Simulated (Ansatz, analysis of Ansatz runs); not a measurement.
# Local vibrational mode of the Li-H pair in ZnO (HSE06), part 2 of 2

Aim: the local vibrational mode of the Li-H pair in ZnO, to be set beside the measurement. Set-up: HSE06, 32-site cell, PBE lattice, 420 eV, k: the zone centre alone. The model is a cell of 32 host atoms with Li put on another atom's site and H put in between. The frequencies come from force constants among the defect atom and its neighbours, with the masses of the isotopes named. Exact exchange opens the gap, stiffens bonds and lessens the self-interaction error, at many times the cost.

Ansatz 0.2.0; HSE06, 32-site cell, PBE lattice, 420 eV, k: the zone centre alone.

So far: Set-up; Relaxation, charge 0.

**2. Relaxation, charge 0 (continued)**

Level of this step: plane-wave PAW DFT, HSE06; relaxation of all atoms of a defect supercell (Ansatz).

Relaxation path:

```csv
step,energy less that of the first step (eV),largest force component (eV/Å)
1,0.0000,2.7202
2,-0.6374,1.2418
3,-0.8674,0.1931
4,-0.8807,0.0510
5,-0.8826,0.0262
6,-0.8829,0.0067
```

The atoms that moved most (Å, from the sites as typed, ahead of the random displacement, the mean shift of all atoms taken out):

```csv
atom,dx,dy,dz,length
Li14,-0.001,0.000,-0.352,0.352
Zn29,0.086,0.049,0.076,0.125
Zn5,0.000,-0.099,0.076,0.125
Zn13,-0.085,0.049,0.075,0.124
Zn10,0.000,0.000,0.089,0.089
O11,0.000,0.000,0.073,0.073
Zn17,-0.001,0.000,0.059,0.059
Zn9,-0.042,0.024,0.021,0.053
```

The relaxed structure:

```xyz
33
Lattice="6.5590 0.0000 0.0000 -3.2795 5.6803 0.0000 0.0000 0.0000 10.5865" Properties=species:S:1:pos:R:3 pbc="T T T"
Zn    0.0009    1.8451    2.6700
Zn    1.6595    0.9564    0.0300
O     1.6539    0.9536    1.9891
O     0.0013    1.8851    4.6249
Zn    0.0017    1.7932    8.0175
Zn    1.6090    0.9270    5.2612
O     1.6306    0.9390    7.2996
O     0.0014    1.8965    9.9798
Zn   -1.6800    4.7565    2.6693
Zn    0.0016    3.7859    0.0907
O     0.0010    3.7861    2.0810
O    -1.6452    4.7363    4.6241
Zn   -1.7232    4.7813    8.0170
Li    0.0007    3.7859    4.4928
O     0.0022    3.7852    7.5046
O    -1.6347    4.7306    9.9795
Zn    3.2804    1.8924    2.7068
Zn    4.9024    0.9564    0.0303
O     4.9069    0.9535    1.9894
O     3.2810    1.8921    4.6801
Zn    3.2812    1.8921    7.9201
Zn    4.9529    0.9267    5.2614
O     4.9317    0.9390    7.2998
O     3.2810    1.8924    9.9064
Zn    1.6821    4.7564    2.6699
Zn    3.2812    3.7647    0.0301
O     3.2805    3.7704    1.9891
O     1.6472    4.7358    4.6247
Zn    1.7273    4.7816    8.0178
Zn    3.2808    3.8227    5.2612
O     3.2813    3.7980    7.2996
O     1.6381    4.7307    9.9801
H     0.0038    3.7848    6.5463
```

The atoms nearest to the centre after the run:

| atom | distance (Å) |
| --- | --- |
| H33 | 0.626 |
| Li14 | 1.427 |
| O15 | 1.585 |
| O12 | 2.299 |
| O28 | 2.300 |
| O4 | 2.301 |
| Zn13 | 2.891 |
| Zn29 | 2.894 |
| Zn5 | 2.894 |

Neighbours of the added atoms: H33: O15 0.96, Li14 2.05, Zn29 2.48 Å.

This step gave:

```yaml
free_energy: -59084.7329 eV
```

The relaxation ends 27 meV an atom lower than the displaced start, with a largest force component of 0.0067 eV/Å.

**3. Local vibrational modes**

A local mode lives on the defect and the atoms next to it, so only the sites listed in the input are displaced, which costs far fewer SCF runs than the whole cell would.

This step: plane-wave PAW DFT, HSE06; finite-displacement force constants among the atoms nearest to a defect, the others at rest.

Input file modes/input.yaml:

```yaml
crystal:
  lattice:
    - [6.55903994, 0.0, 0.0]
    - [-3.27951997, 5.68029521, 0.0]
    - [0.0, 0.0, 10.58650211]
  atoms:
    - { symbol: Zn, position: [0.16255525, 0.324825507, 0.252205276] }
    - { symbol: Zn, position: [0.337197603, 0.168373118, 0.00283213] }
[... 1 atom line left out ...]
    - { symbol: O, position: [0.166127962, 0.331861507, 0.436865173] }
    - { symbol: Zn, position: [0.158093347, 0.315679108, 0.75732893] }
    - { symbol: Zn, position: [0.326906931, 0.163191476, 0.496970603] }
[... 5 atom lines left out ...]
    - { symbol: O, position: [0.166067787, 0.833806813, 0.436787963] }
    - { symbol: Zn, position: [0.158144148, 0.841742058, 0.757284498] }
    - { symbol: Li, position: [0.333353548, 0.666492867, 0.424389152] }
    - { symbol: O, position: [0.333524819, 0.666381271, 0.708886228] }
[... 6 atom lines left out ...]
    - { symbol: Zn, position: [0.836692982, 0.16314094, 0.496995152] }
[... 5 atom lines left out ...]
    - { symbol: O, position: [0.667985794, 0.833717755, 0.436851] }
    - { symbol: Zn, position: [0.684239636, 0.841789821, 0.757359499] }
    - { symbol: Zn, position: [0.836685253, 0.672967781, 0.496970577] }
[... 2 atom lines left out ...]
    - { symbol: H, position: [0.333722129, 0.666296316, 0.618365241] }
basis:
  ecutwfc: 420
  xc_grid: 2
hamiltonian:
  xc: hse06
kpoints:
  mp_grid: { grid: [1, 1, 1] }
scf:
  occupations: { method: fermi_dirac, width: 0.01 }
  max_iter: 120
output: {}
checkpoint:
  read: "../relax.run"
phonons:
  supercell: [1, 1, 1]
  displaced_sites: [14, 32]
```

The run is started by

```console
> ansatz run input.yaml --threads 4 --pin off --max-ram 7536MiB --backend cpu --events-out ev --progress --plain --runs-dir out
```

Numbers of over 12 decimals in the logs are rounded to 6 here.

The log of the run:

```text
[...]
Warning: basis.xc_grid 2: finite-displacement phonons take 3 at the least, and a number is run as typed, so the frequencies can be off [figures from the program's tests cut]. [...]
[...]
Crystal: 33 atoms, lattice volume = 394.424 Å³
Basis set: ecut = 420 eV, 7607 PW (Γ), exchange–correlation on 90×90×144 points (8 copies of the dense FFT grid, shifted against one another)
Bands: 173, of which v1, the nominal top of the filled ones, is band 140 counted from 1 (139 counted from 0)
Symmetry: 1 space group operations
k-points: 1
[...]
Stability of the state it starts from, as read at its close in the unpolarized treatment: not read, because the functional holds exact exchange (a hybrid, or Hartree-Fock), whose exchange loop this test does not read (fock_operator)
[...]
Frozen-core exchange: fock
[...]
max |Σ_I F_I| component: 1.52e-4 eV/Å
--- Band table (eV) ---
[...]
--- Phonons: 12 displaced members + reference (amplitude 0.0025 Å, Σ member SCF iterations 178) ---
  symmetry images taken by strict's conditions (phonons.symmetry_images: auto; settled by no image being taken that strict refuses)
  force constants formed among 2 of 33 sites (O 14, H 32); the other 31 at rest. The modes move the named sites alone.
  the frequencies, the zero-point energy and the sums are of the block with the acoustic sum rule laid on its rows. Row sums over every site: 2.4e-3 eV/Å² at the most
  transpose residual: 6.3e-5 eV/Å²
  largest component of a force at the reference: 1.5e-3 eV/Å on a named site, 6.7e-3 eV/Å on a site at rest
  frequencies among the named sites at Γ of the cell (cm⁻¹): 306.39 336.62 336.82 668.05 668.47 3875.30
  unstable modes among the named sites: 0
  frequencies as built, with no sum rule (cm⁻¹): 306.47 336.62 336.82 668.06 668.49 3875.38
  zero-point energy: 0.383833 eV/cell   skipped modes (ω ≤ 0): 0
  not written: the harmonic force-constant file, the file of eigenvectors (these modes' are written with the force constants), the density of states and the dispersion, which are of every site
[key lines of the parts left out:]
Free energy (F): -59084.732909 eV
Fermi energy:    6.606695 eV
```

Run time: 2.3 min. Hardware: 4 threads of AMD EPYC 9R45, shared host; peak memory 1 GiB; 8.2 min of CPU time.

In the SCF lines HF is the Harris–Foulkes energy and dr2 the Hartree energy of the density residual, in eV; the loop may stop once dr2 is under the threshold and the program's other checks hold. Hψ counts applications of the Hamiltonian.

Numbers from this step:

| Property | Result |
| --- | --- |
| free energy | -59084.7329 eV |

The modes with the largest weight on the probed atoms (the light atom of a pair), for the masses of each isotope. Modes of the displaced atoms (local only where they lie over the host's phonons):

| isotopes | mode (cm⁻¹) | share of the defect atoms |
| --- | --- | --- |
| H | 3876 | 0.944 |
| H | 668.5 | 0.877 |
| H | 668.1 | 0.877 |
| D | 2817 | 0.894 |
| D | 510 | 0.649 |
| D | 509.6 | 0.649 |

**4. Summary of results**

```json
{"distance from the defect atom to its nearest neighbour": "0.958 Å", "O-H stretch, 1H": "3876 cm⁻¹", "O-D stretch, 2H": "2817 cm⁻¹", "time of the whole chain": "3.3 min on 4 threads"}
```

What this shows: O-H stretch, 1H: computed 3876 cm⁻¹, measured 3577.3 cm⁻¹; 298 cm⁻¹ (8 %) above the measurement. O-D stretch, 2H: computed 2817 cm⁻¹, measured 2644.4 cm⁻¹; 173 cm⁻¹ (7 %) above the measurement. The computed value is harmonic, while the measured line is the anharmonic fundamental, which for X–H stretches usually lies a few per cent lower. Only the named neighbours move, so modes near the host's band are approximate. Limits: the zone centre alone is a coarse sampling for this cell; the periodic copies of the defect are only 6.6 Å apart.

[Logs are printed without paths, hosts, clocks, repeated set-up lines and the standing remarks that a program may print on its own settings, such as how far it seeks lower states.]

[Hosts, paths, dates, database ids (printed as entryN), source tags and the programs' standing remarks are cut or masked in the printed files.]

[For some hosts the program warned that the k-mesh of the response run may be too coarse for force constants and the static dielectric constant; such warnings are not shown here.]
